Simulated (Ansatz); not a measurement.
**RbBi3Pb4: relaxing a made-up structure**

Starting from a made-up structure for RbBi3Pb4, the aim is the relaxed cell, its shortest contacts and, where a second run follows, its electronic structure.

Method: DFT, PBE, plane-wave PAW, files of the set soft_1, scalar-relativistic, no spin, cell and ions relaxed at zero pressure; PAW set soft_1, in Ansatz 0.2.0.

**1. The structure**

The structure is tetragonal, space group P4/mmm (No. 123). Conventional cell: a = 4.882 Å, b = 4.882 Å, c = 11.703 Å, α = 90.00°, β = 90.00°, γ = 90.00°. Bi has 8 Pb at 3.07 Å nearest. Nearest to Bi lie 4 Pb at 2.98 Å and 4 Rb at 4.14 Å. Pb has 4 Bi at 2.98 to 3.07 Å nearest. Nearest to Rb lie 8 Bi at 4.14 Å. Farther neighbours are not listed.

**2. Relaxation of the guess**

The guessed cell has no reason to be at equilibrium. It is relaxed with the atoms, within the space group of the guess.

The input, input.yaml:

```yaml
crystal:
  lattice:
    - [4.882, 0.0, 0.0]
    - [0.0, 4.882, 0.0]
    - [0.0, 0.0, 11.703]
  atoms:
    - { symbol: Bi, position: [0.0, 0.0, 0.0] }
    - { symbol: Bi, position: [0.5, 0.5, 0.6952] }
    - { symbol: Bi, position: [0.5, 0.5, 0.3048] }
    - { symbol: Pb, position: [0.5, 0.0, 0.8413] }
    - { symbol: Pb, position: [0.0, 0.5, 0.8413] }
    - { symbol: Pb, position: [0.5, 0.0, 0.1587] }
    - { symbol: Pb, position: [0.0, 0.5, 0.1587] }
    - { symbol: Rb, position: [0.0, 0.0, 0.5] }
kpoints:
  mp_grid: { grid: [6, 6, 3] }
scf:
  occupations: { method: fermi_dirac, width: 0.05 }
hamiltonian:
  xc: pbe
  pseudopotentials: { kind: paw, azcp: { folder: soft_1 } }
relax:
  f_tol: 0.015
  max_steps: 70
  cell: {}
output:
  forces: true
  stress: true
```

On the command line:

```bash
$ ansatz run input.yaml --threads 4 --pin off --max-ram 10240MiB --backend cpu --events-out ev --progress --plain --runs-dir out
```

Numbers of over 12 decimals in the logs are rounded to 6 here.

The log of the run:

```text
Engine: ansatz 0.2.0, aarch64-unknown-linux-gnu
Pseudopotentials: kind: paw
Pseudopotential: Bi, paw, valence charge 15, recommended cutoff 420 eV (normal), soft_1/Bi.paw.azcp
Pseudopotential: Pb, paw, valence charge 14, recommended cutoff 420 eV (normal), soft_1/Pb.paw.azcp
Pseudopotential: Rb, paw, valence charge 9, recommended cutoff 420 eV (normal), soft_1/Rb.paw.azcp
Functional definition: PBE
  parameter kappa = 0.804
  parameter beta = 0.066725
  exchange = pbe_x(kappa = kappa, mu = beta*pi^2/3)
  correlation = pbe_c(beta = beta)
Crystal: 8 atoms, lattice volume = 278.928 Å³
Basis set: ecut = 420 eV, 5475 PW (Γ), exchange–correlation on 72×72×160 points (8 copies of the dense FFT grid, shifted against one another)
Bands: 66, of which v1, the nominal top of the filled ones, is band 55 counted from 1 (54 counted from 0)
Symmetry: 16 space group operations
Space group: P4/mmm (ITA 123), of the structure as read, at distance tolerance 6.5e-5 Å
k-points: 20 of 108
Non-local potential: Bi, projectors of the file, l = 0: 2, l = 1: 2, l = 2: 2, l = 3: 1
Non-local potential: Pb, projectors of the file, l = 0: 2, l = 1: 2, l = 2: 2, l = 3: 1
Non-local potential: Rb, projectors of the file, l = 0: 3, l = 1: 2, l = 2: 2
PAW form: soft (Blöchl's): semilocal exchange-correlation on the pseudo side does not see the compensation charge
PAW one-centre angular grid: Bi, 590 points (default); XC on 64 Gauss nodes
PAW one-centre angular grid: Pb, 590 points (default); XC on 64 Gauss nodes
PAW one-centre angular grid: Rb, 110 points (default); XC on 64 Gauss nodes
Initial density: superposition of atomic densities (chi_scale 0.1, normalization cell, long waves 3 % of neutral atoms (reshape's long-wave potential 1.03 eV rms, cloud 3.66 Å wide))
Initial wavefunctions: pseudopotential atomic-orbital guess
Functional: x = pbe(κ = 0.804, μ = 0.219515), c = pbe(β = 0.066725)
SCF iter   1: F=—  HF=-88108.983891 eV  |F-HF|=—  |Δ(HF+E_count)|=         —  Δρ=4.13e-2  dr2=9.42e1  ethr=3.10e-3  ⟨swp⟩=9.6  Hψ=6587  notcnv=0  defer=2
preconditioner: auto → LDOS  [metal: Δε(μ)=0.016 eV  Ē_g=13.018 eV  σ=0.050 eV  W_gap=0.08  n_scr=56 (ndim 8)  ℏωp=19.6 eV  f_vac=0.021  D(μ)=5.59/eV (n_scr^D=38)  β→1.0]
SCF iter   2: F=—  HF=-88100.198356 eV  |F-HF|=—  |Δ(HF+E_count)|=    8.79e0  Δρ=3.08e-2  dr2=3.94e0  ethr=3.10e-3  ⟨swp⟩=5.5  Hψ=3304  notcnv=0  defer=44
SCF iter   3: F=—  HF=-88099.234105 eV  |F-HF|=—  |Δ(HF+E_count)|=   9.64e-1  Δρ=1.39e-2  dr2=2.07e0  ethr=3.10e-3  ⟨swp⟩=3.6  Hψ=2857  notcnv=0  defer=41
SCF iter   4: F=—  HF=-88098.890740 eV  |F-HF|=—  |Δ(HF+E_count)|=   3.43e-1  Δρ=2.86e-3  dr2=5.32e-2  ethr=1.88e-3  ⟨swp⟩=3.4  Hψ=2375  notcnv=0  defer=41
SCF iter   5: F=—  HF=-88098.895338 eV  |F-HF|=—  |Δ(HF+E_count)|=   4.60e-3  Δρ=1.21e-3  dr2=8.33e-3  ethr=4.84e-5  ⟨swp⟩=3.0  Hψ=2539  notcnv=0  defer=41
SCF iter   6: F=—  HF=-88098.894822 eV  |F-HF|=—  |Δ(HF+E_count)|=   5.17e-4  Δρ=2.98e-4  dr2=3.82e-4  ethr=7.57e-6  ⟨swp⟩=2.0  Hψ=2429  notcnv=0  defer=41
SCF iter   7: F=—  HF=-88098.894797 eV  |F-HF|=—  |Δ(HF+E_count)|=   2.48e-5  Δρ=8.22e-5  dr2=2.15e-5  ethr=3.47e-7  ⟨swp⟩=2.0  Hψ=2268  notcnv=0  defer=41
SCF iter   8: F=—  HF=-88098.894877 eV  |F-HF|=—  |Δ(HF+E_count)|=   8.00e-5  Δρ=2.43e-5  dr2=3.35e-6  ethr=1.95e-8  ⟨swp⟩=2.6  Hψ=2447  notcnv=0  defer=41
SCF iter   9: F=—  HF=-88098.894878 eV  |F-HF|=—  |Δ(HF+E_count)|=   1.16e-6  Δρ=5.00e-6  dr2=2.34e-7  ethr=3.04e-9  ⟨swp⟩=2.0  Hψ=2230  notcnv=0  defer=41
SCF iter  10: F=-88098.894878 eV  HF=-88098.894878 eV  |F-HF|=1.79e-9  |Δ(HF+E_count)|=   1.15e-7  Δρ=1.27e-6  dr2=6.51e-9  ethr=9.09e-11  ⟨swp⟩=5.0  Hψ=5054  notcnv=0
SCF 1 converged in 10 iterations: F = -88098.894878 eV  dr2 = 6.51e-9
  greatest PAW one-centre occupation: 0.987 electrons in one spin orbital (limit 2), on the Bi atom at site 0 (counted from 0), in its partial waves of l = 2
relax step   1: F+E_penalty+E_count = -88098.89487802 eV  Δ(F+E_penalty+E_count) = +0.000e0 eV  max|allowed force component| = 2.101e0 eV/Å  Δτ_max = 0.0000 Å  P = +10.526 GPa  Ω = 278.928 Å³  (10 SCF iters, dr2 threshold 1.00e-7 eV, accepted)
Crystal: 8 atoms, lattice volume = 313.098 Å³
Basis set: ecut = 420 eV, 6161 PW (Γ), exchange–correlation on 72×72×160 points (8 copies of the dense FFT grid, shifted against one another)
Initial density: handed on by an earlier stage of this run
Initial wavefunctions: those handed on with the density
iter 1 solved again at ethr=7.54e-4 eV; its pass at ethr=3.10e-3 eV (dr2=8.29e-1 eV) is discarded
SCF iter   1: F=—  HF=-88100.846490 eV  |F-HF|=—  |Δ(HF+E_count)|=         —  Δρ=5.09e-3  dr2=8.55e-1  ethr=7.54e-4  ⟨swp⟩=2.2  Hψ=7820  notcnv=0
preconditioner: auto → LDOS  [metal: Δε(μ)=0.066 eV  Ē_g=14.108 eV  σ=0.050 eV  W_gap=0.32  n_scr=56 (ndim 8)  ℏωp=18.5 eV  f_vac=0.077  D(μ)=1.86/eV (n_scr^D=2)  β→1.0]
SCF iter   2: F=—  HF=-88100.949778 eV  |F-HF|=—  |Δ(HF+E_count)|=   1.03e-1  Δρ=6.88e-3  dr2=1.73e0  ethr=7.54e-4  ⟨swp⟩=4.5  Hψ=2865  notcnv=0  defer=5
SCF iter   3: F=—  HF=-88100.774316 eV  |F-HF|=—  |Δ(HF+E_count)|=   1.75e-1  Δρ=2.05e-3  dr2=1.24e-1  ethr=7.54e-4  ⟨swp⟩=2.9  Hψ=1729  notcnv=0  defer=41
SCF iter   4: F=—  HF=-88100.763128 eV  |F-HF|=—  |Δ(HF+E_count)|=   1.12e-2  Δρ=4.28e-4  dr2=7.96e-4  ethr=1.12e-4  ⟨swp⟩=2.1  Hψ=1554  notcnv=0  defer=44
SCF iter   5: F=—  HF=-88100.763272 eV  |F-HF|=—  |Δ(HF+E_count)|=   1.43e-4  Δρ=1.42e-4  dr2=1.39e-4  ethr=7.24e-7  ⟨swp⟩=2.0  Hψ=2327  notcnv=0  defer=46
SCF iter   6: F=—  HF=-88100.763262 eV  |F-HF|=—  |Δ(HF+E_count)|=   9.36e-6  Δρ=3.33e-5  dr2=6.13e-6  ethr=1.26e-7  ⟨swp⟩=2.0  Hψ=2256  notcnv=0  defer=46
SCF iter   7: F=—  HF=-88100.763263 eV  |F-HF|=—  |Δ(HF+E_count)|=   3.84e-7  Δρ=1.00e-5  dr2=1.16e-6  ethr=7.27e-10  ⟨swp⟩=5.0  Hψ=4731  notcnv=0
SCF iter   8: F=-88100.763263 eV  HF=-88100.763263 eV  |F-HF|=3.37e-8  |Δ(HF+E_count)|=   3.04e-8  Δρ=2.43e-6  dr2=2.91e-8  ethr=7.27e-10  ⟨swp⟩=4.1  Hψ=3837  notcnv=0
SCF 2 converged in 8 iterations: F = -88100.763263 eV  dr2 = 2.91e-8
relax step   2: F+E_penalty+E_count = -88100.76326283 eV  Δ(F+E_penalty+E_count) = -1.868e0 eV  max|allowed force component| = 4.990e-1 eV/Å  Δτ_max = 0.1949 Å  P = +2.677 GPa  Ω = 313.098 Å³  energy of the carried Pulay correction = -3.604e-3 eV  (8 SCF iters, dr2 threshold 8.00e-7 eV, accepted)
Crystal: 8 atoms, lattice volume = 324.050 Å³
Basis set: ecut = 420 eV, 6353 PW (Γ), exchange–correlation on 72×72×160 points (8 copies of the dense FFT grid, shifted against one another)
iter 1 solved again at ethr=2.21e-4 eV; its pass at ethr=3.10e-3 eV (dr2=2.43e-1 eV) is discarded
[...]
SCF iter   4: F=—  HF=-88101.047064 eV  |F-HF|=—  |Δ(HF+E_count)|=   6.86e-4  Δρ=1.21e-4  dr2=1.21e-4  ethr=6.91e-6  ⟨swp⟩=2.5  Hψ=2020  notcnv=0  defer=14
SCF iter   5: F=—  HF=-88101.047101 eV  |F-HF|=—  |Δ(HF+E_count)|=   3.70e-5  Δρ=4.35e-5  dr2=1.47e-5  ethr=1.10e-7  ⟨swp⟩=2.0  Hψ=2389  notcnv=0  defer=14
SCF iter   6: F=-88101.047099 eV  HF=-88101.047099 eV  |F-HF|=8.81e-8  |Δ(HF+E_count)|=   2.27e-6  Δρ=1.04e-5  dr2=4.25e-7  ethr=7.27e-10  ⟨swp⟩=3.0  Hψ=5032  notcnv=0
SCF 3 converged in 6 iterations: F = -88101.047099 eV  dr2 = 4.25e-7
relax step   3: F+E_penalty+E_count = -88101.04709881 eV  Δ(F+E_penalty+E_count) = -2.838e-1 eV  max|allowed force component| = 2.092e-1 eV/Å  Δτ_max = 0.1259 Å  P = +0.698 GPa  Ω = 324.050 Å³  energy of the carried Pulay correction = -4.624e-3 eV  (6 SCF iters, dr2 threshold 8.00e-7 eV, accepted)
[... from here on, the SCF cycles and remarks between the steps are left out ...]
relax step   4: F+E_penalty+E_count = -88101.11654233 eV  Δ(F+E_penalty+E_count) = -6.944e-2 eV  max|allowed force component| = 5.072e-2 eV/Å  Δτ_max = 0.1104 Å  P = -0.057 GPa  Ω = 326.381 Å³  energy of the carried Pulay correction = -4.833e-3 eV  (6 SCF iters, dr2 threshold 8.00e-7 eV, accepted)
relax step   5: F+E_penalty+E_count = -88101.13431566 eV  Δ(F+E_penalty+E_count) = -1.777e-2 eV  max|allowed force component| = 5.954e-2 eV/Å  Δτ_max = 0.0734 Å  P = -0.129 GPa  Ω = 323.775 Å³  energy of the carried Pulay correction = -4.599e-3 eV  (6 SCF iters, dr2 threshold 4.48e-7 eV, accepted)
relax step   6: F+E_penalty+E_count = -88101.14269089 eV  Δ(F+E_penalty+E_count) = -8.375e-3 eV  max|allowed force component| = 5.257e-2 eV/Å  Δτ_max = 0.0160 Å  P = -0.148 GPa  Ω = 324.446 Å³  energy of the carried Pulay correction = -4.660e-3 eV  (6 SCF iters, dr2 threshold 2.97e-7 eV, accepted)
relax step   7: F+E_penalty+E_count = -88101.15794535 eV  Δ(F+E_penalty+E_count) = -1.525e-2 eV  max|allowed force component| = 4.638e-2 eV/Å  Δτ_max = 0.0562 Å  P = -0.108 GPa  Ω = 324.718 Å³  energy of the carried Pulay correction = -4.684e-3 eV  (6 SCF iters, dr2 threshold 2.46e-7 eV, accepted)
relax step   8: F+E_penalty+E_count = -88101.16064309 eV  Δ(F+E_penalty+E_count) = -2.698e-3 eV  max|allowed force component| = 2.359e-2 eV/Å  Δτ_max = 0.0135 Å  P = -0.009 GPa  Ω = 323.569 Å³  energy of the carried Pulay correction = -4.580e-3 eV  (6 SCF iters, dr2 threshold 1.34e-7 eV, accepted)
relax step   9: F+E_penalty+E_count = -88101.16087884 eV  Δ(F+E_penalty+E_count) = -2.358e-4 eV  max|allowed force component| = 9.367e-4 eV/Å  Δτ_max = 0.0045 Å  P = +0.008 GPa  Ω = 323.470 Å³  energy of the carried Pulay correction = -4.571e-3 eV  (5 SCF iters, dr2 threshold 3.48e-8 eV, accepted)
relax step  10: F+E_penalty+E_count = -88101.16765826 eV  Δ(F+E_penalty+E_count) = -6.779e-3 eV  max|allowed force component| = 1.174e-3 eV/Å  Δτ_max = 0.0000 Å  P = +0.038 GPa  Ω = 323.470 Å³  stress off target by 5.30e-2 GPa  SCF on the basis re-selected at this cell (its energy is not comparable with the rows above)  (7 SCF iters)
relax step  11: F+E_penalty+E_count = -88101.16784169 eV  Δ(F+E_penalty+E_count) = -1.834e-4 eV  max|allowed force component| = 2.387e-3 eV/Å  Δτ_max = 0.0052 Å  P = +0.010 GPa  Ω = 323.905 Å³  energy of the carried Pulay correction = -4.292e-5 eV  (6 SCF iters, dr2 threshold 7.03e-9 eV, accepted)
iter 1 solved again at ethr=8.84e-8 eV; its pass at ethr=3.10e-3 eV (dr2=9.72e-5 eV) is discarded
SCF iter   1: F=—  HF=-88101.168103 eV  |F-HF|=—  |Δ(HF+E_count)|=         —  Δρ=9.93e-6  dr2=1.84e-8  ethr=8.84e-8  ⟨swp⟩=3.1  Hψ=9724  notcnv=0
eigensolver tolerance schedule: the retry pair's looser diagonalisation over-reported the residual by 5294.44 of it (diagonalisation noise at 0.18 of the residual, at the tolerance the schedule requests for it); recorded, not acted on — ethr = c·dr2/N_el stays at c = 1.0e-1
preconditioner: auto → LDOS  [metal: Δε(μ)=0.027 eV  Ē_g=13.878 eV  σ=0.050 eV  W_gap=0.13  n_scr=56 (ndim 8)  ℏωp=18.2 eV  f_vac=0.052  D(μ)=1.62/eV (n_scr^D=2)  β→1.0]
SCF iter   2: F=—  HF=-88101.167896 eV  |F-HF|=—  |Δ(HF+E_count)|=   2.07e-4  Δρ=9.07e-7  dr2=3.31e-9  ethr=1.67e-11  ⟨swp⟩=3.6  Hψ=3385  notcnv=0
SCF iter   3: F=—  HF=-88101.167896 eV  |F-HF|=—  |Δ(HF+E_count)|=   1.62e-9  Δρ=4.98e-7  dr2=1.34e-9  ethr=3.01e-12  ⟨swp⟩=2.0  Hψ=2319  notcnv=0
SCF iter   4: F=—  HF=-88101.167896 eV  |F-HF|=—  |Δ(HF+E_count)|=  5.82e-10  Δρ=1.77e-7  dr2=1.42e-10  ethr=1.22e-12  ⟨swp⟩=2.0  Hψ=2298  notcnv=0
SCF iter   5: F=-88101.167896 eV  HF=-88101.167896 eV  |F-HF|=2.91e-11  |Δ(HF+E_count)|=  2.91e-11  Δρ=4.40e-8  dr2=2.68e-11  ethr=1.00e-12  ⟨swp⟩=4.1  Hψ=4630  notcnv=0
SCF 12 converged in 5 iterations: F = -88101.167896 eV  dr2 = 2.68e-11
relax step  12: F+E_penalty+E_count = -88101.16789627 eV  Δ(F+E_penalty+E_count) = -5.458e-5 eV  max|allowed force component| = 2.388e-3 eV/Å  Δτ_max = 0.0000 Å  P = +0.010 GPa  Ω = 323.905 Å³  stress off target by 1.03e-2 GPa  SCF on the basis re-selected at this cell (its energy is not comparable with the rows above)  (5 SCF iters)
basis re-selected at this cell: Δ(F+E_penalty+E_count) = -5.458e-5 eV, ΔP = +0.000 GPa vs the last step (what re-selecting the basis moved, of the pressure what is left beyond the Pulay correction that the steps carried, after the strain that the cell walked since its last selection, with what the two solves' SCF thresholds leave and, on support functions, any second-order correction that the steps lacked; it is no m [...]
SCF converged after 5 iterations
Free energy (F): -88101.167896 eV
Harris-Foulkes:  -88101.167896 eV  (|F-HF|=2.91e-11)
Internal energy: -88101.153865 eV  (E = F + TS)
E sigma→0 (E₀):  -88101.160881 eV
Entropy (-TS):   -0.014031 eV (-1.754 meV/atom)
Fermi energy:    7.767891 eV
--- Per-component energies (eV) ---
  E_band       = -814.421215
  E_kinetic    = 2111.780050
  E_local      = -10776.348914  (includes V_loc(G=0)·N_el)
  E_nonlocal   = 2630.684201
  E_hartree    = 4145.182494
  E_xc         = -1399.268538
  E_vxc        = -1070.448233  (∫ρ·V_xc dr)
  E_paw        = -76183.368841  (= ΣΔE_a)
  E_vpaw       = -2000.454061  (= ΣTr[D̂ρ^β])
  E_aug_tail   = 0.000608  (compensation charges beyond the density's cutoff)
  E_ewald      = -8629.814924
  E_smearing   = -0.014031  (= −TS)
  E_closure    = 0.000000  (closes the sum)
  Σ components = -88101.167896   (vs F -88101.167896, Δ=0.00e0)
--- Forces (eV/Å), atoms counted from 1 ---
  atom   1  Bi     0.00000000    -0.00000000     0.00000000
  atom   2  Bi     0.00000000     0.00000000    -0.00238779
  atom   3  Bi     0.00000000     0.00000000     0.00238779
  atom   4  Pb     0.00000000     0.00000000    -0.00081181
  atom   5  Pb     0.00000000     0.00000000    -0.00081181
  atom   6  Pb     0.00000000     0.00000000     0.00081181
  atom   7  Pb     0.00000000     0.00000000     0.00081181
  atom   8  Rb     0.00000000    -0.00000000     0.00000000
  max |Σ_I F_I| component: 1.18e-30 eV/Å
--- Stress (GPa, compression-positive) ---
        0.010276       0.000000       0.000000
        0.000000       0.010276       0.000000
        0.000000       0.000000       0.008343
  P = ⅓ Tr σ = 0.0096 GPa (0.096 kbar)
--- Relaxed structure (10 steps of the walk, 10 accepted, 2 SCFs on fresh bases) ---
  F+E_penalty+E_count = -88101.16789627 eV   max|allowed force component| = 2.388e-3 eV/Å   (the final SCF, on the basis selected at the relaxed cell)
  cell:  # Å, volume = 323.9047 Å³
    - [5.418693, 0, 0.0]
    - [0, 5.418693, 0.0]
    - [0.0, 0.0, 11.031335]
  atoms:
    - { symbol: Bi, position: [0, 0, 2.316077442718757e-19] }
    - { symbol: Bi, position: [0.5, 0.5, 0.658047] }
    - { symbol: Bi, position: [0.5, 0.5, 0.341953] }
    - { symbol: Pb, position: [0.5, 0, 0.824001] }
    - { symbol: Pb, position: [0, 0.5, 0.824001] }
    - { symbol: Pb, position: [0.5, 0, 0.175999] }
    - { symbol: Pb, position: [0, 0.5, 0.175999] }
    - { symbol: Rb, position: [0, 0, 0.500000] }
```

Wall time 54 s (4 threads of Arm Neoverse V2, shared host); peak memory 0.9 GiB; 3.5 min of CPU time.

The steps of the relaxation:

```tsv
step	energy less that of the first step (eV)	largest force component (eV/Å)	pressure (GPa)	volume (Å³)
1	0.0000	2.1012	10.53	278.93
2	-1.8684	0.4990	2.68	313.10
3	-2.1522	0.2092	0.70	324.05
4	-2.2217	0.0507	-0.06	326.38
5	-2.2394	0.0595	-0.13	323.77
6	-2.2478	0.0526	-0.15	324.45
7	-2.2631	0.0464	-0.11	324.72
8	-2.2658	0.0236	-0.01	323.57
9	-2.2660	0.0009	0.01	323.47
10*	-2.2728	0.0012	0.04	323.47
11	-2.2730	0.0024	0.01	323.90
12*	-2.2730	0.0024	0.01	323.90
```

Relaxation steps marked * repeat the geometry before them on a plane-wave basis chosen anew for their cell, so energy and pressure can jump there.

Forces are held to the 16 operations that the run works with; a distortion that breaks them can't arise in this run.

```tsv
conventional cell, symmetrised	before	after	change
a (Å)	4.882	5.419	+11.0 %
b (Å)	4.882	5.419	+11.0 %
c (Å)	11.703	11.031	-5.7 %
volume (Å³/atom)	34.87	40.49	+16.1 %
```

The atoms that moved most (Å, as changes of fractional coordinates times the final cell):

```tsv
atom	dx	dy	dz	length
Bi2	0.000	0.000	-0.410	0.410
Bi3	0.000	0.000	0.410	0.410
Pb4	0.000	0.000	-0.191	0.191
Pb5	0.000	0.000	-0.191	0.191
Pb7	0.000	0.000	0.191	0.191
Pb6	0.000	0.000	0.191	0.191
```

The relaxed structure:

```
Bi Pb Rb
1.0
     5.41869    0.00000    0.00000
     0.00000    5.41869    0.00000
     0.00000    0.00000   11.03133
Bi Pb Rb
3 4 1
Direct
  0.00000 0.00000 0.00000
  0.50000 0.50000 0.65805
  0.50000 0.50000 0.34195
  0.50000 0.00000 0.82400
  0.00000 0.50000 0.82400
  0.50000 0.00000 0.17600
  0.00000 0.50000 0.17600
  0.00000 0.00000 0.50000
```

This step gave:

| Property | Result |
| --- | --- |
| free energy | -88101.1679 eV |
| energy at zero smearing | -88101.1609 eV |
| smearing term TS | 0.01403 eV |
| Fermi energy | 7.768 eV |
| electrons | 110 |
| symmetry operations | 16 |
| pressure | 0.009632 GPa |

Shortest distances by pair of elements, guess and relaxed (not always the same contact):

```tsv
pair	guess (Å)	relaxed (Å)
Bi–Pb	2.980	3.270
Bi–Bi	4.569	3.487
Pb–Pb	3.452	3.832
Bi–Rb	4.140	4.210
Pb–Rb	4.681	4.485
```

The relaxation ends with a largest force component of 0.0024 eV/Å and a pressure of 0.01 GPa.

**3. Outcome**

```json
{"space group, relaxed": "P4/mmm", "conventional cell": "a = 5.419, b = 5.419, c = 11.031 Å; α = 90.0°, β = 90.0°, γ = 90.0°", "volume per atom": "40.49 Å³ (guess 34.87)"}
```

What this shows: RbBi3Pb4 relaxes to P4/mmm with a = 5.419, b = 5.419 and c = 11.031 Å. The guessed volume was 14 % too small. The space group P4/mmm was held in the relaxation, so the end point is a stationary structure within it and may be a saddle against distortions or other arrangements. Mesh and cutoff weren't tested. A vector of the cell changed its length by 11 %, more than the volume shows. Spin-orbit coupling is left out, which can matter for elements this heavy. No dispersion term is used, so weakly bound directions may come out too long. Nothing here tests whether the compound is stable against decomposition.

[Logs are printed without paths, hosts, clocks, repeated set-up lines and the standing remarks that a program may print on its own settings, such as how far it seeks lower states.]

[Hosts, paths, dates, database ids (printed as entryN), source tags and the programs' standing remarks are cut or masked in the printed files.]
